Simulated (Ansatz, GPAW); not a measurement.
# Li/W(110): work function by functional and basis, part 2 of 2

How far do functional and basis move the work function of Li/W(110)?

GPAW 26.7.0 and Ansatz 0.2.0; GPAW, PAW setups; slab in vacuum (the session's first sound run).

So far, upper work function (eV): step 2 (relaxing the atoms, PBE, GPAW) 3.26; step 5 (self-consistent run: xc = "LDA") 3.38; step 6 (OptPBE vdW: xc = "optPBE-vdW", GPAW, PAW setups, GPAW) 3.36; step 7 (real-space grid: mode = "fd", PBE, GPAW) 3.25; step 8 (atomic orbitals: mode = "lcao", PBE, GPAW) 3.10.

## Step 9: Cost and result by level

Times are for 1 thread of Arm Neoverse V1, shared host. The series side by side:

```
no.         run  upper work function (eV)  lower work function (eV)     time  memory (GiB)
  1          pw                     3.255                     4.886  9.5 min          0.41
  2     vdW DF2                     3.390                     5.118   13 min          0.54
  3         LDA                     3.375                     5.152    9 min          0.41
  4  optPBE vdW                     3.364                     5.049  9.2 min          0.54
  5          fd                     3.255                     4.886   53 min           2.9
  6        lcao                     3.104                     4.900   52 min          0.49
```

## Step 10: A second plane-wave code

A second program with its own datasets checks the number independently.

This step: Ansatz plane waves; slab in vacuum with a dipole correction; PAW set soft_1 (Ansatz 0.2.0).

Contents of input.yaml:

```yaml
crystal:
  lattice:
    - [2.2344574285, -1.58, 0.0]
    - [2.2344574285, 1.58, 0.0]
    - [0.0, 0.0, 27.306375359]
  atoms:
    - { symbol: W, position: [0.0, 0.0, 0.3295933599] }
    - { symbol: W, position: [0.5000005754, 0.5000005754, 0.4114226019] }
    - { symbol: W, position: [0.0, 0.0, 0.4942768361] }
    - { symbol: W, position: [0.5000005754, 0.5000005754, 0.5758539197] }
    - { symbol: Li, position: [0.0, 0.0, 0.6577807481] }
kpoints:
  mp_grid: { grid: [12, 12, 1] }
hamiltonian:
  xc: pbe
  pseudopotentials: { kind: paw, azcp: { folder: soft_1 } }
scf:
  occupations: { method: fermi_dirac, width: 0.1 }
efield:
  axis: 3
  dipole_correction: true
  ramp_width: 0.05
output:
  forces: true
  write_potential: true
  write_density: true
  volumetric_format: npy
```

Run with:

```sh
$ ansatz run input.yaml --threads 4 --pin off --max-ram 8192MiB --backend cpu --events-out ev --progress --plain --runs-dir out
```

Numbers of over 12 decimals in the logs are rounded to 6 here.

The log of the run:

```text
Warning: the atoms were moved onto the symmetric positions of the space group found under crystal.symmetry.tolerance 1.0e-5 (fractional; no operation is sought that the atoms, as they stand in a round, miss by more than twice it, and no atom is moved by as much as it), and the run uses the moved positions. Before a round's move an operation carried an atom to 3.09e-6 Å from where it should land, the largest such dist [...]
Engine: ansatz 0.2.0, aarch64-unknown-linux-gnu
Pseudopotentials: kind: paw
Pseudopotential: W, paw, valence charge 14, recommended cutoff 420 eV (normal), soft_1/W.paw.azcp
Pseudopotential: Li, paw, valence charge 3, recommended cutoff 420 eV (normal), soft_1/Li.paw.azcp
Functional definition: PBE
  parameter kappa = 0.804
  parameter beta = 0.066725
  exchange = pbe_x(kappa = kappa, mu = beta*pi^2/3)
  correlation = pbe_c(beta = beta)
Crystal: 5 atoms, lattice volume = 192.807 Å³
Basis set: ecut = 420 eV, 3829 PW (Γ), exchange–correlation on 40×40×384 points (8 copies of the dense FFT grid, shifted against one another)
Bands: 36, of which v1, the nominal top of the filled ones, is band 30 counted from 1 (29 counted from 0)
Symmetry: 4 space group operations
Space group: Cmm2 (ITA 35), of the structure as read, at distance tolerance 5.8e-5 Å
k-points: 43 of 144
Non-local potential: W, projectors of the file, l = 0: 3, l = 1: 2, l = 2: 2, l = 3: 1
Non-local potential: Li, projectors of the file, l = 0: 3, l = 1: 2, l = 2: 1
PAW form: soft (Blöchl's): semilocal exchange-correlation on the pseudo side does not see the compensation charge
PAW one-centre angular grid: W, 590 points (default); XC on 64 Gauss nodes
PAW one-centre angular grid: Li, 110 points (default); XC on 96 Gauss nodes
Initial density: superposition of atomic densities (neutral atoms: chi_scale 0, normalization atom)
Initial wavefunctions: pseudopotential atomic-orbital guess
Functional: x = pbe(κ = 0.804, μ = 0.219515), c = pbe(β = 0.066725)
SCF iter   1: F=—  HF=-41748.282712 eV  |F-HF|=—  |Δ(HF+E_count)|=         —  Δρ=4.07e-2  dr2=3.17e1  ethr=3.10e-3  p=-0.000 e·Å  D=-1.32e-7 V/Å  ΔV_dip=0.00 eV  dr2_dipole=8.05e0  V_vac-E_F(+/−)=7.42/7.42 eV  ⟨swp⟩=9.9  Hψ=8099  notcnv=0
efield: sawtooth ramp at fractional position 0.9687 (placed from the atoms, in the widest stretch of the axis that holds none; the zero of the levels goes with the place), width 0.0500; the density the first Hamiltonian is built on has a dipole p = -0.000 e·Å; the dipole correction subtracts the counter field D = -1.32e-7 V/Å, which shifts the + side's vacuum level by +0.00 eV against the − side's; the planar-averaged density in the ramp window peaks in size at 5.4e-7 e/Å³
preconditioner: auto → LDOS  [metal: Δε(μ)=0.025 eV  Ē_g=5.139 eV  σ=0.100 eV  W_gap=0.06  n_scr=18 (ndim 8)  ℏωp=13.4 eV  f_vac=0.525  D(μ)=2.31/eV (n_scr^D=12)  β→1.0]
SCF iter   2: F=—  HF=-41747.393938 eV  |F-HF|=—  |Δ(HF+E_count)|=   8.89e-1  Δρ=2.70e-2  dr2=2.06e1  ethr=3.10e-3  p=0.134 e·Å  D=1.25e-1 V/Å  ΔV_dip=-3.42 eV  dr2_dipole=3.45e-1  V_vac-E_F(+/−)=0.27/3.69 eV  ⟨swp⟩=7.1  Hψ=5186  notcnv=0  defer=1
SCF iter   3: F=—  HF=-41746.163350 eV  |F-HF|=—  |Δ(HF+E_count)|=    1.23e0  Δρ=5.52e-3  dr2=4.24e-1  ethr=3.10e-3  p=0.070 e·Å  D=6.54e-2 V/Å  ΔV_dip=-1.79 eV  dr2_dipole=5.32e-2  V_vac-E_F(+/−)=3.48/5.26 eV  ⟨swp⟩=5.8  Hψ=4245  notcnv=0
SCF iter   4: F=—  HF=-41746.139260 eV  |F-HF|=—  |Δ(HF+E_count)|=   2.41e-2  Δρ=1.71e-3  dr2=1.71e-2  ethr=7.19e-4  p=0.063 e·Å  D=5.94e-2 V/Å  ΔV_dip=-1.62 eV  dr2_dipole=2.29e-3  V_vac-E_F(+/−)=3.35/4.97 eV  ⟨swp⟩=2.7  Hψ=2253  notcnv=0
SCF iter   5: F=—  HF=-41746.137960 eV  |F-HF|=—  |Δ(HF+E_count)|=   1.30e-3  Δρ=7.59e-4  dr2=6.92e-3  ethr=2.89e-5  p=0.065 e·Å  D=6.07e-2 V/Å  ΔV_dip=-1.66 eV  dr2_dipole=3.28e-4  V_vac-E_F(+/−)=3.26/4.92 eV  ⟨swp⟩=10.2  Hψ=13721  notcnv=0  defer=9
automatic band count: the SCF goes on with 42 bands, as 36 were too few: the levels above may hold too much charge
SCF iter   6: F=—  HF=-41746.138045 eV  |F-HF|=—  |Δ(HF+E_count)|=   8.42e-5  Δρ=3.03e-4  dr2=7.91e-4  ethr=1.17e-5  p=0.064 e·Å  D=5.97e-2 V/Å  ΔV_dip=-1.63 eV  dr2_dipole=1.03e-4  V_vac-E_F(+/−)=3.27/4.90 eV  ⟨swp⟩=2.1  Hψ=2460  notcnv=0  defer=12
SCF iter   7: F=—  HF=-41746.138062 eV  |F-HF|=—  |Δ(HF+E_count)|=   1.75e-5  Δρ=9.43e-5  dr2=2.89e-5  ethr=1.34e-6  p=0.063 e·Å  D=5.93e-2 V/Å  ΔV_dip=-1.62 eV  dr2_dipole=1.39e-8  V_vac-E_F(+/−)=3.27/4.89 eV  ⟨swp⟩=2.0  Hψ=2269  notcnv=0  defer=12
SCF iter   8: F=—  HF=-41746.138276 eV  |F-HF|=—  |Δ(HF+E_count)|=   2.14e-4  Δρ=3.09e-5  dr2=8.33e-6  ethr=4.90e-8  p=0.063 e·Å  D=5.88e-2 V/Å  ΔV_dip=-1.61 eV  dr2_dipole=1.92e-6  V_vac-E_F(+/−)=3.28/4.88 eV  ⟨swp⟩=2.9  Hψ=2904  notcnv=0  defer=12
SCF iter   9: F=—  HF=-41746.138277 eV  |F-HF|=—  |Δ(HF+E_count)|=   1.21e-6  Δρ=1.38e-5  dr2=2.88e-6  ethr=1.41e-8  p=0.063 e·Å  D=5.89e-2 V/Å  ΔV_dip=-1.61 eV  dr2_dipole=1.22e-6  V_vac-E_F(+/−)=3.27/4.88 eV  ⟨swp⟩=2.0  Hψ=1997  notcnv=0  defer=12
SCF iter  10: F=—  HF=-41746.138278 eV  |F-HF|=—  |Δ(HF+E_count)|=   7.06e-7  Δρ=6.84e-6  dr2=5.95e-7  ethr=4.89e-9  p=0.063 e·Å  D=5.92e-2 V/Å  ΔV_dip=-1.62 eV  dr2_dipole=7.25e-8  V_vac-E_F(+/−)=3.27/4.88 eV  ⟨swp⟩=2.0  Hψ=1994  notcnv=0  defer=12
SCF iter  11: F=-41746.138278 eV  HF=-41746.138278 eV  |F-HF|=1.40e-8  |Δ(HF+E_count)|=   3.96e-9  Δρ=2.92e-6  dr2=6.14e-8  ethr=1.69e-10  p=0.063 e·Å  D=5.93e-2 V/Å  ΔV_dip=-1.62 eV  dr2_dipole=2.16e-9  V_vac-E_F(+/−)=3.26/4.88 eV  ⟨swp⟩=16.9  Hψ=14602  notcnv=0
SCF 1 converged in 11 iterations: F = -41746.138278 eV  dr2 = 6.14e-8
  greatest PAW one-centre occupation: 1.000 electrons in one spin orbital (limit 2), on the Li atom at site 4 (counted from 0), in its partial waves of l = 0
WARN: The output density's exchange-correlation potential varies sharply where the density is thin. Do not read a vacuum level from v_tot or v_xc, or from such a field of the output density. On a cell that repeats whose density bears no net charge and no dipole along the vacuum's axis use v_es (v_loc + v_h of the components); under efield.dipole_correction with no amplitude use v_es + v_field, which holds any externa [...]
SCF converged after 11 iterations
Free energy (F): -41746.138278 eV
Harris-Foulkes:  -41746.138278 eV  (|F-HF|=1.40e-8)
Internal energy: -41746.022315 eV  (E = F + TS)
E sigma→0 (E₀):  -41746.080297 eV
Entropy (-TS):   -0.115963 eV (-23.193 meV/atom)
Fermi energy:    5.135504 eV
Dipole field:    D = 0.059202 V/Å  (p = 0.063081 e·Å, saw-weighted, corrected)
Work function:   Φ+ = 3.2652 eV   Φ− = 4.8818 eV
Levels:          The Fermi level and band energies are counted from a zero that moves with the ramp; work functions are not
--- Per-component energies (eV) ---
  E_band       = -1367.170963
  E_kinetic    = 1698.320252
  E_local      = -88220.589406  (includes V_loc(G=0)·N_el)
  E_nonlocal   = -120.241946
  E_hartree    = 43435.785081
  E_xc         = -1076.073007
  E_vxc        = -932.034595  (∫ρ·V_xc dr)
  E_paw        = -34335.262845  (= ΣΔE_a)
  E_vpaw       = -667.133086  (= ΣTr[D̂ρ^β])
  E_aug_tail   = 0.000849  (compensation charges beyond the density's cutoff)
  E_efield     = 0.001867  (sawtooth field / dipole correction)
  E_vefield    = 2.910614  (∫n·V_field dr)
  E_ewald      = 36872.036841
  E_smearing   = -0.115963  (= −TS)
  E_closure    = -0.000000  (closes the sum)
  Σ components = -41746.138278   (vs F -41746.138278, Δ=0.00e0)
--- Forces (eV/Å), atoms counted from 1 ---
  atom   1  W      0.00000000     0.00000000     0.37600744
  atom   2  W      0.00000000    -0.00000000    -0.38928135
  atom   3  W      0.00000000     0.00000000     0.01332187
  atom   4  W      0.00000000     0.00000000     0.00930554
  atom   5  Li     0.00000000    -0.00000000    -0.00929471
  max |Σ_I F_I| component: 5.88e-5 eV/Å
--- Band table (eV; the first three rows and the last of 43) ---
  k-point 0: bands = [... 26 lower, 3.8188, 3.8351, 4.2756, 4.6003, 5.0053, 5.6620, 6.1062, 6.9592, ... 8 higher]
  k-point 1: bands = [... 26 lower, 3.6761, 3.8794, 4.2185, 4.6111, 5.0219, 5.3590, 6.3054, 6.7878, ... 8 higher]
  k-point 2: bands = [... 26 lower, 3.4090, 3.6467, 4.2154, 4.4854, 5.0521, 5.5950, 6.6611, 6.7073, ... 8 higher]
  k-point 42: bands = [... 26 lower, 5.2949, 5.6450, 6.2056, 6.2605, 6.7139, 6.7881, 8.5842, 8.8126, ... 8 higher]
```

Elapsed: 15 s, on 4 threads of Arm Neoverse V1, shared host; peak memory 0.63 GiB.

The column dr2 measures how far the density is from self-consistency, as an energy; F and HF (Harris–Foulkes) agree once it is small.

Numbers from this step:

| Item | Value |
| --- | --- |
| free energy | -41746.1383 eV |
| smearing term TS | 0.1160 eV |
| symmetry operations | 4 |
| upper work function | 3.265 eV |
| lower work function | 4.882 eV |
| dipole along the normal | 0.06308 e·Å |
| dipole field | 0.05920 V/Å |
| vacuum level above | 8.401 eV |
| vacuum level below | 10.02 eV |

The electrostatic potential energy of an electron (with the applied field's), less the Fermi level, planar mean oscillates, so the rows of the table below give means over windows of 2.28 Å about each position, cut where the curve ends. Its maxima inside the range that stand out by 2 % of the span (Å: eV): 0.6: 4.88, 10.1: -2.73, 12.4: -2.60, 14.6: -2.69, 17.1: 0.804. Its minima: 9.0: -18.3, 11.2: -18.8, 13.5: -18.6, 15.8: -18.1, 18.1: -5.35.

Table of electrostatic potential energy of an electron (with the applied field's), less the Fermi level, planar mean by z; means over each step:

z (Å), electrostatic potential energy of an electron (with the applied field's), less the Fermi level, planar mean (eV) and a bar from the least value:
```
     1.14        4.8 ##############################
     3.42        4.9 ##############################
     5.70        4.8 ##############################
     7.98       -4.8 ############
    10.26      -11.5 
    12.54      -11.3 
    14.82      -11.3 
    17.10       -4.7 ############
    19.38        1.3 #######################
    21.66        3.2 ###########################
    23.94        3.3 ###########################
    26.22        3.4 ###########################
```

The valence density, planar mean oscillates, so the rows of the table below give means over windows of 2.28 Å about each position, cut where the curve ends. Its maxima inside the range that stand out by 2 % of the span (Å: e/Å³): 9.0: 1.54, 11.2: 1.53, 13.5: 1.53, 15.8: 1.53, 17.9: 0.548. Its minima: 10.1: 0.353, 12.4: 0.337, 14.6: 0.356, 17.4: 0.122.

Table of valence density, planar mean by z; means over each step:

```
z (Å)  valence density, planar mean (e/Å³)
 3.42                               8.6e-6
 5.70                              0.00239
 7.98                                0.512
10.26                                0.898
12.54                                0.881
14.82                                0.902
17.10                                0.432
19.38                               0.0358
21.66                               6.5e-4
23.94                               8.5e-6
```

Force by atom:

```
atom  x (eV/Å)  y (eV/Å)  z (eV/Å)   size
  W1     0.000     0.000     0.376  0.376
  W2     0.000     0.000    -0.389  0.389
  W3     0.000     0.000     0.013  0.013
  W4     0.000     0.000     0.009  0.009
 Li5     0.000     0.000    -0.009  0.009
```

The upper face's work function is 3.265 eV, against 3.255 eV in the first plane-wave PBE run at this geometry.

## Step 11: Side by side

Results and costs are gathered.

This step: comparison of work functions, dipole and cost; PAW set soft_1 (GPAW 26.7.0).

Ladder, by row:

```
      step    code  work function, upper (eV)  work function, lower (eV)  dipole (e Å)  wall time (s)  peak memory (GiB)  threads
        pw    GPAW                      3.255                      4.886       0.06373          567.8               0.41        1
   vdW-DF2    GPAW                       3.39                      5.118       0.06749          754.2               0.54        1
       LDA    GPAW                      3.375                      5.152       0.06941          541.9               0.41        1
optPBE-vdW    GPAW                      3.364                      5.049       0.06583          549.3               0.54        1
        fd    GPAW                      3.255                      4.886       0.06364           3189               2.91        1
      lcao    GPAW                      3.104                        4.9       0.07007           3112               0.49        1
    ansatz  Ansatz                      3.265                      4.882       0.06308          14.64              0.628        4
```

## Step 12: A changed run

One more run, with changed settings.

This step: GPAW, PAW setups; slab in vacuum (GPAW 26.7.0).

Contents of run.py:

```python
import json
import numpy as np
from ase import Atoms
from gpaw import GPAW, PW
from gpaw.external import ConstantElectricField

slab = Atoms(
    ['W', 'W', 'W', 'W', 'Li'],
    positions=[
        [0.00000, 0.00000, 9.00000],
        [2.23446, -0.00000, 11.23446],
        [0.00000, 0.00000, 13.49691],
        [2.23446, -0.00000, 15.72448],
        [-0.00000, -0.00000, 17.96161]],
    cell=[[2.23446, -1.58, 0.0], [2.23446, 1.58, 0.0], [0.0, 0.0, 27.30638]],
    pbc=[True, True, False])

slab.calc = GPAW(mode=PW(400), xc='PBE', kpts={'size': (12, 12, 1), 'gamma': True},
                 occupations={'name': 'fermi-dirac', 'width': 0.1}, nbands='300%',
                 convergence={'density': 1e-05}, maxiter=75,
                 poissonsolver={'dipolelayer': 'xy'},
                 external=ConstantElectricField(1.5, [0, 0, 1]),
                 symmetry={'tolerance': 1e-3}, txt='slab.txt')
result = {}
energy = slab.get_potential_energy()
fermi = slab.calc.get_fermi_level()
v = slab.calc.get_electrostatic_potential().mean((0, 1)) - fermi
n = slab.calc.get_pseudo_density().mean((0, 1))
L = slab.cell[2, 2]
z = np.arange(len(v)) * L / len(v)
low, high = slab.positions[:, 2].min(), slab.positions[:, 2].max()
below, above = np.interp([low - 6.8, high + 6.8], z, v)
slopes = [np.interp(x, z, np.gradient(v, z)) for x in (low - 6.8, high + 6.8)]
eps = np.array([[slab.calc.get_eigenvalues(k, s) for k in range(len(slab.calc.get_ibz_k_points()))]
                for s in range(slab.calc.get_number_of_spins())]) - fermi
top, bottom = eps[eps < 0].max(), eps[eps > 0].min()
dipole = slab.get_dipole_moment()[2]
print(f'energy {energy:.4f} eV, Fermi level {fermi:.4f} eV, dipole {dipole:.5f} e A')
print(f'potential 6.8 A off the faces, from the Fermi level: lower {below:.4f} eV, upper {above:.4f} eV')
print(f'slope of the potential there: lower {slopes[0]:.5f}, upper {slopes[1]:.5f} eV/A')
print(f'nearest levels on the mesh: {top:.4f} and {bottom:.4f} eV')
print('magnetic moment', round(slab.get_magnetic_moment(), 3))
result.update(energy=energy, fermi=fermi, dipole=dipole, below=below, above=above, slopes=slopes, edges=[top, bottom],
              z=z.tolist(), v=v.tolist(), n=n.tolist(), positions=slab.positions.tolist(),
              forces=slab.get_forces(apply_constraint=False).tolist(), moments=slab.get_magnetic_moments().tolist())
json.dump(result, open('result.json', 'w'))
```

Run with:

```sh
$ OMP_NUM_THREADS=1 OPENBLAS_NUM_THREADS=1 python run.py
```

The log of the run:

```text
energy -46.5773 eV, Fermi level 1.6677 eV, dipole 0.97800 e A
potential 6.8 A off the faces, from the Fermi level: lower 18.5345 eV, upper -6.0108 eV
slope of the potential there: lower -0.56760, upper 0.01807 eV/A
nearest levels on the mesh: -0.0384 and 0.0016 eV
magnetic moment 0.0
```

Elapsed: 14 min, on 1 thread; peak memory 0.62 GiB.

The run finished. A setting was moved off its sound value on purpose, so it serves as a test and not as the result.

The fault put into the input: a field far too strong (field = 1.5).

The two runs compared:

```csv
quantity,this run,sound run,difference
dipole along the normal (e·Å),0.97800,0.063735,0.914
```

One result that differs is the dipole along the normal, 0.978 e·Å against 0.0637 e·Å.

## Step 13: What came out

* work function, upper and lower face: 3.255 and 4.886 eV
* dipole along the normal: 0.0637 e Å

**Reading.** With plane waves and PBE the work function is 3.26 eV on the upper face and 4.89 eV on the lower. The two faces differ by 1.6 eV, the step that the slab's dipole makes (e p/(ε0 A) gives 1.6 eV), so the dipole layer is needed. Over the sound runs of the table the upper face's work function spans 3.104 (lcao) to 3.390 eV (vdW-DF2). Atomic orbitals miss the plane-wave value by -0.15 eV, since they describe the tail of the density in the vacuum poorly. The two plane-wave codes differ by 0.0098 eV on the upper face. The cell of 7.06 Å² holds one Li, started on one chosen site; other sites and coverages weren't tried. The in-plane lattice was kept as typed, which isn't the functional's own and leaves some strain; spin-orbit coupling and temperature are left out.

[Logs are printed without paths, hosts, clocks, repeated set-up lines and the standing remarks that a program may print on its own settings, such as how far it seeks lower states.]

[Hosts, paths, dates, database ids (printed as entryN), source tags and the programs' standing remarks are cut or masked in the printed files.]
